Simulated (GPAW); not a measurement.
# NiO2 (R-3m): G0W0 with GPAW, start to end, part 2 of 2

Aim: the G0W0 gap of NiO2 (R-3m) on LDA, step by step.

GPAW 26.7.0; LDA and many-body steps on it, plane waves. Known limits of the many-body steps: not at the basis limit; no spin polarisation; d states lean on the start.

So far. Step 3 (Bands along the symmetry lines): The gap is 1.221 eV, −0.044 eV from the run before at this level. Step 4 (Empty states on the mesh, 4×4×4 mesh, 66 bands): On this mesh the gap is 1.300 eV. The earlier step found 1.264 eV, so this mesh misses an edge.

## 5. Screening and self-energy, 4×4×4 mesh, 56 bands, screening to 65 eV

G0W0 replaces the xc potential by the self-energy, built once from these orbitals. Only a window of levels is corrected, while the sums run over the empty bands that the input names.

This step: G0W0 on LDA, plane waves, PAW.

Contents of run.py:

```python
import json
import numpy as np
from gpaw.mpi import world
from gpaw.response.g0w0 import G0W0

gw = G0W0('full.gpw',
    filename='gw',
    kpts=[0, 11, 12],
    bands=(12, 16),
    ecut=65,
    nbands=56,
    integrate_gamma='WS',
    ppa=True)
gw.calculate()
res = {mode: {k: v for k, v in r.items() if k != 'sigma_eskwn'}
       for mode, r in gw.all_results.items()}

if world.rank == 0:
    with open('result.json', 'w') as f:
        json.dump(res, f, default=lambda x: x.tolist())
```

The run is started by

```
> mpirun -n 4 gpaw python run.py
```

Numbers of over 12 decimals in the logs are rounded to 6 here.

Log:

```text
Using integrator: PointIntegrator
FrequencyGridDescriptor(from 0.000+0.000j to 0.000+27.211j eV, 2 points)
Nonperiodic BCs:  [False False False]
Using integrator: PointIntegrator
FrequencyGridDescriptor(from 0.000+0.000j to 0.000+27.211j eV, 2 points)
Nonperiodic BCs:  [False False False]
  ___  _ _ _
 |   || | | |
 | | || | | |
 |__ ||_____|
 |___|

BZ k-points: Symmetries present (total): 12

  [... matrices ...]
64 k-points: 4 x 4 x 4 Monkhorst-Pack grid + [1/8,1/8,1/8]
13 k-points in the irreducible part of the Brillouin zone
       k-points in crystal coordinates                weights
   0:     0.00000000    0.00000000    0.00000000          1/64
   1:     0.25000000    0.00000000   -0.25000000          6/64
   2:     0.25000000    0.00000000    0.00000000          6/64
   3:     0.25000000    0.25000000   -0.25000000          6/64
   4:     0.25000000    0.25000000    0.00000000          6/64
   5:     0.25000000    0.25000000    0.25000000          2/64
   6:     0.50000000    0.00000000    0.00000000          3/64
   7:     0.50000000    0.25000000   -0.25000000          6/64
   8:     0.50000000    0.25000000    0.00000000         12/64
   9:     0.50000000    0.25000000    0.25000000          6/64
          ...
  12:     0.50000000    0.50000000    0.50000000          1/64

Distributing spins, k-points and bands (1 x 3 x 4) over 4 processes
Number of blocks: 1

Quasi particle states:
k-points (IBZ indices): [0, 11, 12]
Band range: (12, 16)
  [... matrices ...]
Computational parameters:
Plane wave cut-off: 65 eV
Number of bands: 56
Coulomb cutoff: None
Broadening: 0.1 eV

fxc modes: GW
Kernel: RPA
Using Godby-Needs plasmon-pole approximation:
  Fitting energy: i*E0, E0 = 1.000 Hartree
Summing all q:

Calculating screened Coulomb potential
No Coulomb truncation
FrequencyGridDescriptor(from 0.000+0.000j to 0.000+27.211j eV, 2 points)
Removing empty qpoint cache files...

Calculating chi0 body with:
    Ground state adapter containing:
    Number of spins: 1
    Number of kpoints: 64
    Number of irreducible kpoints: 13
    Number of completely occupied states: 14
    Number of partially occupied states: 14
    Occupied states memory: 15.826904296875 M / cpu

    Linear response parametrization:
    q_c: [0.0, 0.0, 0.0]
    Number of frequency points: 2
    Planewave cutoff: 65.0
    Number of bands: 56
    Number of planewaves: 51
    Broadening (eta): 1e-06
    comm.size: 4
    kncomm.size: 4
    blockcomm.size: 1

    Memory estimate of potentially large arrays:
        chi0_wGG: 0.079376 M / cpu
Integrating chi0 body.

Symmetries of q_c:
    Direct symmetries (Uq -> q): 12
    Indirect symmetries (TUq -> q): 0
In total 12 allowed symmetries.

  [... matrices ...]
13 groups of equivalent kpoints. 79.6875% reduction.

Integral kind: response function
Integrating chi0 head and wings.

Symmetries of q_c:
    Direct symmetries (Uq -> q): 12
    Indirect symmetries (TUq -> q): 0
In total 12 allowed symmetries.

  [... matrices ...]
13 groups of equivalent kpoints. 79.6875% reduction.

Integral kind: response function wings

Calculating chi0 body with:
    Ground state adapter containing:
    Number of spins: 1
    Number of kpoints: 64
    Number of irreducible kpoints: 13
    Number of completely occupied states: 14
    Number of partially occupied states: 14
    Occupied states memory: 15.826904296875 M / cpu

[... the further q-points ...]

Results:
f:      Occupation numbers
eps:     KS-eigenvalues [eV]
vxc:     KS vxc [eV]
exx:     Exact exchange [eV]
sigma:   Self-energies [eV]
dsigma:  Self-energy derivatives
Z:       Renormalization factors
qp:      QP-energies [eV]

k-point 0 (0): (0.000, 0.000, 0.000)                GW
band       f     eps     vxc     exx   sigma  dsigma       Z      qp
                                                                   GW
  12   1.000  -2.083 -21.867 -25.729   4.129  -0.344   0.744  -1.884
  13   1.000  -1.165 -32.407 -40.047   7.408  -0.417   0.706  -1.329
  14   0.000   1.286 -31.374 -26.742  -1.809  -0.403   0.713   3.299
  15   0.000   1.287 -31.374 -26.740  -1.810  -0.403   0.713   3.299

k-point 1 (11): (0.500, 0.500, 0.250)                GW
band       f     eps     vxc     exx   sigma  dsigma       Z      qp
                                                                   GW
  12   1.000  -1.750 -30.026 -36.621   6.537  -0.397   0.716  -1.792
  13   1.000  -1.284 -32.251 -39.322   6.949  -0.413   0.708  -1.370
  14   0.000   0.153 -31.185 -26.734  -1.716  -0.375   0.727   2.142
  15   0.000   1.046 -30.970 -25.951  -2.103  -0.394   0.717   3.138

k-point 2 (12): (0.500, 0.500, 0.500)                GW
band       f     eps     vxc     exx   sigma  dsigma       Z      qp
                                                                   GW
  12   1.000  -2.085 -21.869 -25.730   4.130  -0.344   0.744  -1.885
  13   1.000  -1.147 -32.484 -40.113   7.406  -0.417   0.706  -1.303
  14   0.000   1.285 -31.377 -26.743  -1.809  -0.403   0.713   3.298
  15   0.000   1.285 -31.377 -26.741  -1.810  -0.403   0.713   3.299
```

Run time: 1.8 min. Hardware: 4 MPI ranks of Arm Neoverse V2, shared host; peak memory 2.4 GiB.

This step gave:

- G0W0 gap on the points computed: 3.446 eV
- least direct G0W0 gap on the computed points: 3.512 eV
- Z at the valence top: 0.7056
- Z at the conduction bottom: 0.7271
- starting gap on the mesh: 1.300 eV
- k of the valence top: 0.5, 0.5, 0.5
- k of the conduction bottom: 0.5, 0.5, 0.25

The gap on the mesh goes from 1.30 eV to 3.45 eV, a correction of +2.15 eV. The start differs from the 1.26 eV found before because the two sample other k points.

Limits: finite bands, cutoff and mesh; no spin polarisation; d states lean on the start. v1 is the top filled band, c1 the lowest empty one. The levels before and after the correction (eV, zero at the valence-band top of each column):

|  | conduction bottom | valence top |
| --- | --- | --- |
| Kohn-Sham | 1.30 | 0.00 |
| G0W0 | 3.45 | 0.00 |

|  | level | energy (eV) |
| --- | --- | --- |
| Kohn-Sham | (0.5 0.5 0.25) v2 | -0.603 |
| Kohn-Sham | (0.5 0.5 0.25) v1 | -0.137 |
| Kohn-Sham | (0.5 0.5 0.25) c1 | 1.300 |
| Kohn-Sham | (0.5 0.5 0.25) c2 | 2.193 |
| Kohn-Sham | (0.5 0.5 0.5) v2 | -0.938 |
| Kohn-Sham | (0.5 0.5 0.5) v1 | 0.000 |
| Kohn-Sham | (0.5 0.5 0.5) c1-c2 | 2.431 |
| G0W0 | (0.5 0.5 0.25) v2 | -0.488 |
| G0W0 | (0.5 0.5 0.25) v1 | -0.067 |
| G0W0 | (0.5 0.5 0.25) c1 | 3.446 |
| G0W0 | (0.5 0.5 0.25) c2 | 4.442 |
| G0W0 | (0.5 0.5 0.5) v2 | -0.582 |
| G0W0 | (0.5 0.5 0.5) v1 | 0.000 |
| G0W0 | (0.5 0.5 0.5) c1-c2 | 4.601 |

## 6. Where the time went

Times are wall times on 4 MPI ranks of Arm Neoverse V2, shared host, good to a factor of about two.

| step | time | share | memory (GiB) |
| --- | --- | --- | --- |
| ground state | 79 s | 30 % | 1.2 |
| bands along the symmetry lines | 30 s | 11 % | 1.2 |
| empty states on the mesh | 44 s | 17 % | 1.2 |
| screening and self-energy | 1.8 min | 42 % | 2.4 |

## 7. Results

```
LDA gap                              : 1.22 eV, indirect
G0W0 gap on the mesh                 : 3.45 eV
G0W0 gap over the zone (rigid shift) : 3.37 eV
GW settings                          : 4×4×4 mesh, 56 bands, screening to 65 eV, Godby-Needs plasmon pole
known limits                         : not at the basis limit; no spin polarisation; d states lean on the start
```

**Reading.** G0W0 moves the gap on the mesh from 1.30 eV to 3.45 eV (+2.15 eV), with Z of 0.71 and 0.73 at the edges. The mesh misses the band edges by 0.08 eV in all; a rigid shift gives 3.37 eV for the zone. Only 3 of the mesh's irreducible points were corrected, so a valley elsewhere could overtake. Bands and cutoff are finite, so the gap is not at the basis limit. The miss can reach some tenths of an eV and take either sign; the mesh is an error of its own. These stock PAW sets were not made for GW. In the G0W0 run levels were corrected at 3 k points alone, so a gap called «on the mesh» is the least over those, and an edge elsewhere would be missed. A denser mesh or path gives a starting gap of 1.22 eV: the GW mesh misses a band edge, so its gaps are not the fundamental one. The runs have no spin polarisation. For a closed low-spin shell that is the natural state; where a d or f shell is open it is a constraint, and the gap is then not the crystal's own. With d states at the gap, one-shot GW leans hard on its start.

[Paths, hosts, dates, memory and timing lines, banners, echoed tables and standing remarks are left out of the program output.]

[Logs are printed without paths, hosts, clocks, repeated set-up lines and the standing remarks that a program may print on its own settings, such as how far it seeks lower states.]

[Runs of the session that timed out or met a known fault of the program may be left out.]

[Hosts, paths, dates, database ids (printed as entryN), source tags and the programs' standing remarks are cut or masked in the printed files.]
